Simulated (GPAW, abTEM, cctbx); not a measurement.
## CsCdI2F: the scripts behind a bonding study

Short scripts, each with its output. The cell comes from substitution in a known structure type and wasn't matched to any measured phase.

## 1. Relax the structure

```text
cell
1.0
     0.000000000    0.000000000    5.467000000
     5.778000000    0.000000000    0.000000000
     0.000000000    5.778000000    0.000000000
Cs I Cd F
1 2 1 1
Direct
0.000000000 0.000000000 0.000000000
0.500000000 0.500000000 0.000000000
0.500000000 0.000000000 0.500000000
0.500000000 0.500000000 0.500000000
0.000000000 0.500000000 0.500000000
```

```python
from ase.constraints import FixSymmetry
from ase.filters import FrechetCellFilter
from ase.io import read, write
from ase.optimize import BFGS
from ase.parallel import parprint
from gpaw import GPAW, PW, FermiDirac

atoms = read("start.vasp")
atoms.set_constraint(FixSymmetry(atoms))
atoms.calc = GPAW(mode=PW(900), xc="PBE", kpts={"size": (3, 3, 3), "gamma": True},
                 occupations=FermiDirac(0.05), maxiter=120, symmetry={"tolerance": 1e-5}, txt="relax.txt")
BFGS(FrechetCellFilter(atoms), maxstep=0.15).run(fmax=0.03, steps=40)
parprint("cell  %.4f %.4f %.4f  %.2f %.2f %.2f" % tuple(atoms.cell.cellpar()))
parprint("volume %.3f A^3, largest force %.3f eV/A, largest stress %.2f GPa" % (atoms.get_volume(), abs(atoms.get_forces()).max(), 160.218 * abs(atoms.get_stress()).max()))
atoms.set_constraint()
write("relaxed.vasp", atoms, direct=True)
```

```console
$ OMP_NUM_THREADS=1 mpirun -n 4 gpaw python run.py > gpaw.log
```

```text
      Step        Energy          fmax
BFGS:    0      -12.904568        0.810575
BFGS:    1      -12.915917        0.810422
BFGS:    2      -13.058561        0.787163
BFGS:    3      -13.188938        0.736614
BFGS:    4      -13.303885        0.652068
BFGS:    5      -13.399509        0.525087
BFGS:    6      -13.469477        0.346305
BFGS:    7      -13.505951        0.099321
BFGS:    8      -13.508414        0.045532
BFGS:    9      -13.508858        0.028011
cell  4.5032 6.1607 6.1607  90.00 90.00 90.00
volume 170.911 A^3, largest force 0.000 eV/A, largest stress 0.13 GPa
```

Time: 81 s on 4 cores of Intel(R) Xeon(R) Platinum 8488C (Sapphire Rapids) (shared host), peak memory 1.3 GiB.

## 2. Build the all-electron density and subtract free atoms

```text
cell
1.0
     0.000000000    0.000000000    4.503161840
     6.160650050    0.000000000    0.000000000
     0.000000000    6.160650050    0.000000000
Cs I Cd F
1 2 1 1
Direct
0.000000000 0.000000000 0.000000000
0.500000000 0.500000000 0.000000000
0.500000000 0.000000000 0.500000000
0.500000000 0.500000000 0.500000000
0.000000000 0.500000000 0.500000000
```

```python
import numpy as np
from ase.io import read
from ase.units import Bohr
from gpaw import GPAW, PW, FermiDirac
from gpaw.calculator import GPAW as OldGPAW
from gpaw.mpi import serial_comm, world
from scipy.special import erfc
from scipy.spatial import cKDTree

atoms = read("cell.vasp")
atoms.calc = GPAW(mode=PW(550), xc="PBE", kpts={"size": (4, 3, 3), "gamma": True},
                 occupations=FermiDirac(0.05), maxiter=120, symmetry={"tolerance": 1e-5}, txt="scf.txt")
atoms.get_potential_energy()
rho = atoms.calc.get_all_electron_density(gridrefinement=2)
moments = atoms.get_magnetic_moments() if atoms.calc.get_number_of_spins() == 2 else np.zeros(len(atoms))
total = atoms.get_magnetic_moment() if moments.any() else 0.0
if world.rank == 0:
    free = OldGPAW(mode=PW(550), xc="PBE", txt=None, communicator=serial_comm)
    neutral = atoms.copy()
    neutral.set_initial_magnetic_moments(None)
    free.initialize(neutral)
    free.set_positions(neutral)
    drho = rho - free.get_all_electron_density(gridrefinement=2)
    # GPAW starts from confined atoms: exchange their smooth part for that of the datasets' free atoms
    h = np.stack(np.meshgrid(*[np.fft.fftfreq(n, 1 / n) for n in drho.shape], indexing="ij"), -1)
    gabs = np.linalg.norm(h @ atoms.cell.reciprocal(), axis=-1)
    tails = np.fft.fftn(free.get_pseudo_density(gridrefinement=2))
    g, form, v0 = np.linspace(0, gabs.max(), 1500), {}, 0
    for e in set(atoms.symbols):
        idx = atoms.symbols.search(e)
        d = free.setups[idx[0]].data
        r, w = d.rgd.r_g * Bohr, d.rgd.r_g**2 * d.rgd.dr_g
        j0 = np.sinc(2 * g[:, None] * r)
        smooth = sum(f * p**2 for f, p in zip(d.f_j, d.phit_jg)) + np.sqrt(4 * np.pi) * d.nct_g
        full = sum(f * p**2 for f, p in zip(d.f_j, d.phi_jg)) + np.sqrt(4 * np.pi) * d.nc_g
        phase = sum(np.exp(-2j * np.pi * h @ s) for s in atoms.get_scaled_positions()[idx])
        tails -= np.interp(gabs, g, j0 @ (smooth * w)) * phase * drho.size / atoms.get_volume()
        form[e] = j0 @ (full * w)
        v0 += 2 * np.pi / 3 * 14.3996 * (full * w * r**2).sum() * len(idx)  # V A^3
    tails *= 0.5 * erfc((gabs - 1.8) / 0.25)  # the tails differ at long wavelengths alone
    drho += np.fft.ifftn(tails).real  # crystal minus superposed spherical free atoms
    np.save("drho.npy", drho)
    dv = atoms.get_volume() / drho.size
    print("grid", drho.shape, " electrons %.3f" % (rho.sum() * dv), " moved by bonding %.3f e" % (abs(drho).sum() * dv / 2))
    pts = np.indices(drho.shape).reshape(3, -1).T / drho.shape @ atoms.cell
    shifts = (np.indices((3, 3, 3)).reshape(3, -1).T - 1) @ atoms.cell
    images = (atoms.positions[None] + shifts[:, None]).reshape(-1, 3)
    dist, idx = cKDTree(images).query(pts, k=4)
    out = drho.ravel()[dist[:, 0] > 0.5]
    print("deformation density beyond 0.5 A of the nuclei: max %.3f, min %.3f e/A^3" % (out.max(), out.min()))
    tie = dist < dist[:, :1] + 1e-4
    q = -np.bincount((idx % len(atoms))[tie], (drho.ravel()[:, None] / tie.sum(1, keepdims=True) * tie)[tie], len(atoms)) * dv
    print("atom        x       y       z   Voronoi charge  moment")
    for a, s, c, m in zip(atoms, atoms.get_scaled_positions(), q, moments):
        print("%-2s%-3d %7.4f %7.4f %7.4f %10.3f %10.2f" % (a.symbol, a.index + 1, *s, c, m))
    np.savez("free.npz", g=g, **form)
    print("mean inner potential of superposed free atoms %.3f V" % (v0 / atoms.get_volume()))
    print("total magnetic moment %.3f muB" % total)
```

```console
$ OMP_NUM_THREADS=1 mpirun -n 4 gpaw python run.py > gpaw.log
```

```text
grid (50, 70, 70)  electrons 218.000  moved by bonding 0.968 e
deformation density beyond 0.5 A of the nuclei: max 0.167, min -0.096 e/A^3
atom        x       y       z   Voronoi charge  moment
Cs1    0.0000  0.0000  0.0000      0.134       0.00
I 2    0.5000  0.5000  0.0000     -0.194       0.00
I 3    0.5000  0.0000  0.5000     -0.194       0.00
Cd4    0.5000  0.5000  0.5000      0.512       0.00
F 5    0.0000  0.5000  0.5000     -0.257       0.00
mean inner potential of superposed free atoms 13.499 V
total magnetic moment 0.000 muB
```

Time: 10 s.

## 3. Fourier-transform the difference

```python
from cctbx import adptbx, crystal, miller, xray
from cctbx.eltbx import tiny_pse
import numpy as np

cs = crystal.symmetry(unit_cell=(6.1607, 6.1607, 4.5032, 90, 90, 90), space_group_symbol='Hall: -P 4 2')  # P4/mmm
atoms = [  # label, site, U (iso, or U11 U22 U33 U12 U13 U23 in A^2), occupancy
    ("Cs1", (0, 0, 0), 0.0000, 1),
    ("I1", (0.5, 0, 0.5), 0.0000, 1),
    ("Cd1", (0.5, 0.5, 0.5), 0.0000, 1),
    ("F1", (0.5, 0.5, 0), 0.0000, 1),
]
xs = xray.structure(crystal_symmetry=cs)
for label, site, u, occ in atoms:
    u = adptbx.u_cif_as_u_star(cs.unit_cell(), u) if isinstance(u, tuple) else u
    xs.add_scatterer(xray.scatterer(label, site=site, u=u, occupancy=occ))
xs.scattering_type_registry(table="wk1995")
drho = np.load("drho.npy")
T = np.array([[0, 1, 0], [0, 0, 1], [1, 0, 0]])  # conventional axes in terms of the primitive ones
dF = np.fft.ifftn(drho) * 170.91124  # electrons a conventional cell, indexed by primitive hkl
ms = miller.build_set(cs, anomalous_flag=False, d_min=0.9).sort("resolution")
iam = ms.structure_factors_from_scatterers(xs, algorithm="direct").f_calc()
p1 = xs.expand_to_p1()
z = np.array([tiny_pse.table(sc.scattering_type).atomic_number() for sc in p1.scatterers()])
x = np.array(p1.sites_frac())
free = np.load("free.npz")
print("static structure factors of the conventional cell: F in electrons, V (Mott-Bethe) in volts")
print("   h  k  l      d  |F| table  |F| free   |F| DFT   change   |V| free  |V| DFT  change %")
for h, d, table in list(zip(ms.indices(), ms.d_spacings().data(), iam.data()))[:16]:
    df = dF[tuple(np.rint(np.linalg.solve(T, h)).astype(int))]
    phase = np.exp(2j * np.pi * x @ h)
    f = sum(np.interp(1 / d, free["g"], free[sc.scattering_type]) * p for sc, p in zip(p1.scatterers(), phase))
    fz = (z * phase).sum()
    c = 14.3996 * d * d / (np.pi * cs.unit_cell().volume())
    v0, v1 = abs(fz - f) * c, abs(fz - f - df) * c
    print("%4d%3d%3d %7.4f %9.3f %9.3f %9.3f %8.3f %9.3f %8.3f %8s" % (h + (d, abs(table), abs(f), abs(f + df), abs(f + df) - abs(f), v0, v1, "%.1f" % (100 * (v1 / v0 - 1)) if v0 > 0.02 else "-")))
```

```console
$ python run.py
```

```text
static structure factors of the conventional cell: F in electrons, V (Mott-Bethe) in volts
   h  k  l      d  |F| table  |F| free   |F| DFT   change   |V| free  |V| DFT  change %
   1  0  0  6.1607     2.531     2.491     2.418   -0.073     0.500    0.425    -15.0
   0  0  1  4.5032    82.958    83.026    82.704   -0.322     3.793    3.968      4.6
   1  1  0  4.3563     5.424     5.422     5.196   -0.226     0.294    0.409     39.0
   1  0  1  3.6355    83.044    83.118    82.635   -0.482     3.857    4.028      4.4
   1  1  1  3.1310   102.754   102.780   103.271    0.490     5.053    4.924     -2.6
   2  0  0  3.0803   184.701   184.710   184.985    0.275     8.471    8.401     -0.8
   2  1  0  2.7551     1.925     1.834     2.048    0.213     0.034    0.010    -71.3
   2  0  1  2.5424    73.357    73.399    73.109   -0.290     2.878    2.928      1.7
   2  1  1  2.3502    74.732    74.752    74.642   -0.110     2.851    2.867      0.6
   0  0  2  2.2516   168.315   168.306   168.489    0.183     6.756    6.731     -0.4
   2  2  0  2.1781   166.370   166.360   166.387    0.027     6.570    6.567     -0.1
   1  0  2  2.1148     1.332     1.198     1.494    0.296     0.096    0.061    -36.9
   3  0  0  2.0536     1.240     1.106     1.191    0.085     0.101    0.092     -9.5
   1  1  2  2.0002     3.904     3.796     4.135    0.339     0.236    0.200    -15.4
   2  2  1  1.9608    67.642    67.628    67.494   -0.133     2.307    2.320      0.6
   3  1  0  1.9482     3.763     3.661     3.885    0.225     0.238    0.215     -9.6
```

Time: 0.29 s on 1 core of Intel(R) Xeon(R) Platinum 8488C (Sapphire Rapids) (shared host), peak memory 0.08 GiB.

## 4. Rock the beam across one reflection

```python
import abtem
import numpy as np
from ase.build import make_supercell
from ase.io import read

abtem.config.set({"dask.lazy": False, "fft": "fftw", "diagnostics.progress_bar": False})
M = [[0, 0, 1], [0, -1, 0], [1, 0, 0]]  # rows: x, y and beam direction in the primitive cell's axes
unit = make_supercell(read("cell.vasp"), M)
unit.set_cell(list(unit.cell.lengths()) + [90, 90, 90], scale_atoms=True)
unit.positions[:, 2] += 1.1258  # keeps atomic planes off the slice boundaries
unit.wrap()
slab = unit * (1, 1, 156)
print(slab.get_chemical_formula(), "| box %.2f x %.2f x %.2f A" % tuple(slab.cell.lengths()))

# change of the potential by bonding, from the DFT deformation density (Poisson's equation term by term)
drho = np.load("drho.npy")
prim = read("cell.vasp")
h = np.stack(np.meshgrid(*[np.fft.fftfreq(n, 1 / n) for n in drho.shape], indexing="ij"), -1).reshape(-1, 3).astype(int)
g2 = ((h @ prim.cell.reciprocal()) ** 2).sum(1)
keep = (g2 > 0) & (g2 < 2.5**2)
shape = (137, 137, 26)
vg = np.zeros(shape, complex)
hm = h[keep] @ np.array(M).T
move = np.exp(-2j * np.pi * hm[:, 2] * (1.1258 / unit.cell[2, 2] - 0.5 / shape[2]))  # the same shift, sampled at mid-points
vg[tuple(hm.T % np.array(shape)[:, None])] = -14.3996 / np.pi * (np.fft.fftn(drho).ravel() / drho.size)[keep] / g2[keep] * move
dV = np.fft.ifftn(vg).real * vg.size
dV = dV.reshape(137, 137, 2, 13).mean(3) * unit.cell[2, 2] / 2  # V A, projected in each slice
dV = np.tile(dV.transpose(2, 0, 1), (156, 1, 1))


def build(atoms):
    p = abtem.Potential(atoms, gpts=(137, 137), slice_thickness=[slab.cell[2, 2] / 312] * 312,
                        parametrization="lobato", projection="infinite", exit_planes=78).build()
    p.array[:] += BONDING * dV
    return p


def potentials():
    yield build(slab)  # atoms at rest


for label, BONDING in (("IAM", 0.0), ("DFT", 1.0)):
    print("=====", label)
    potential = build(slab)
    print("grid", potential.gpts, "slices", potential.num_slices)
    thickness = potential.exit_thicknesses
    h = np.array(M) @ np.linalg.solve(np.array([[0, 1, 0], [0, 0, 1], [1, 0, 0]]), [2, 0, 0])
    ix, iy = round(h[0]) * 1, round(h[1]) * 1
    gxy = h[:2] / unit.cell.lengths()[:2]
    along = gxy / np.hypot(*gxy)
    across = np.array([-along[1], along[0]])
    bragg = 500 * abtem.PlaneWave(energy=200000).wavelength * np.hypot(*gxy)
    print("Bragg angle %.3f mrad; beam tilted 46 mrad off the zone axis across the row" % bragg)
    print("dark-field intensity of 2 0 0 against tilt along the row, in Bragg angles")
    print("  t (A)" + "".join("%8.2f" % s for s in [0.2, 0.4, 0.6, 0.8, 1.0, 1.2, 1.4, 1.6, 1.8, 2.0, 2.2, 2.4, 2.6]))
    rows = []
    row = [(n * ix, n * iy) for n in range(-8, 9)]
    for s in [0.2, 0.4, 0.6, 0.8, 1.0, 1.2, 1.4, 1.6, 1.8, 2.0, 2.2, 2.4, 2.6]:
        tilt = -s * bragg * along + 46 * across
        dp = abtem.PlaneWave(energy=200000, tilt=tuple(tilt)).multislice(potential).diffraction_patterns(max_angle="valid").array
        rows.append(dp[:, dp.shape[1] // 2 + ix, dp.shape[2] // 2 + iy])
        if s == 1.0:
            cx, cy = dp.shape[1] // 2, dp.shape[2] // 2
            share = sum(dp[:, cx + i, cy + j] for i, j in row if abs(i) < cx and abs(j) < cy) / dp.sum(axis=(1, 2))
            total = dp.sum(axis=(1, 2))
    for t, a in list(zip(thickness, np.array(rows).T))[1:]:
        print("%7.1f" % t + "".join("%8.4f" % v for v in a))
    print("at the Bragg tilt, share in the row:", share[1:].round(3).tolist(), "total:", total[1:].round(3).tolist())
```

```console
$ python run.py
```

```text
Cd156Cs156F156I312 | box 6.16 x 6.16 x 702.49 A
===== IAM
grid (137, 137) slices 312
Bragg angle 4.071 mrad; beam tilted 46 mrad off the zone axis across the row
dark-field intensity of 2 0 0 against tilt along the row, in Bragg angles
  t (A)    0.20    0.40    0.60    0.80    1.00    1.20    1.40    1.60    1.80    2.00    2.20    2.40    2.60
  175.6  0.3747  0.4325  0.4769  0.5058  0.5152  0.5056  0.4766  0.4321  0.3743  0.3098  0.2454  0.1856  0.1354
  351.2  0.1265  0.1659  0.1805  0.1406  0.1172  0.1405  0.1806  0.1660  0.1266  0.0606  0.0354  0.1098  0.1757
  526.9  0.1795  0.2725  0.2226  0.2933  0.2010  0.2931  0.2225  0.2728  0.1796  0.0994  0.1874  0.1643  0.0640
  702.5  0.1527  0.3534  0.1419  0.2434  0.2607  0.2434  0.1421  0.3536  0.1530  0.2447  0.1295  0.0887  0.0741
at the Bragg tilt, share in the row: [0.7139999866485596, 0.6430000066757202, 0.5879999995231628, 0.43799999356269836] total: [0.9940000176429749, 0.984000027179718, 0.9679999947547913, 0.9470000267028809]
===== DFT
grid (137, 137) slices 312
Bragg angle 4.071 mrad; beam tilted 46 mrad off the zone axis across the row
dark-field intensity of 2 0 0 against tilt along the row, in Bragg angles
  t (A)    0.20    0.40    0.60    0.80    1.00    1.20    1.40    1.60    1.80    2.00    2.20    2.40    2.60
  175.6  0.3749  0.4325  0.4769  0.5058  0.5153  0.5057  0.4766  0.4323  0.3745  0.3102  0.2459  0.1861  0.1358
  351.2  0.1329  0.1738  0.1894  0.1499  0.1265  0.1498  0.1895  0.1740  0.1330  0.0631  0.0332  0.1046  0.1703
  526.9  0.1777  0.2698  0.2204  0.2887  0.1970  0.2884  0.2203  0.2701  0.1779  0.0964  0.1860  0.1646  0.0640
  702.5  0.1601  0.3655  0.1499  0.2592  0.2790  0.2592  0.1500  0.3657  0.1604  0.2539  0.1227  0.0855  0.0752
at the Bragg tilt, share in the row: [0.7160000205039978, 0.6489999890327454, 0.6000000238418579, 0.45100000500679016] total: [0.9940000176429749, 0.984000027179718, 0.9679999947547913, 0.9470000267028809]
```

Time: 28 s.

[Outputs are excerpts: Python notices, other lines and further rows are left out; steps that failed or that the build refused (PBEsol, TPSS) are not shown.]

[Logs are printed without paths, hosts, clocks, repeated set-up lines and the standing remarks that a program may print on its own settings, such as how far it seeks lower states.]
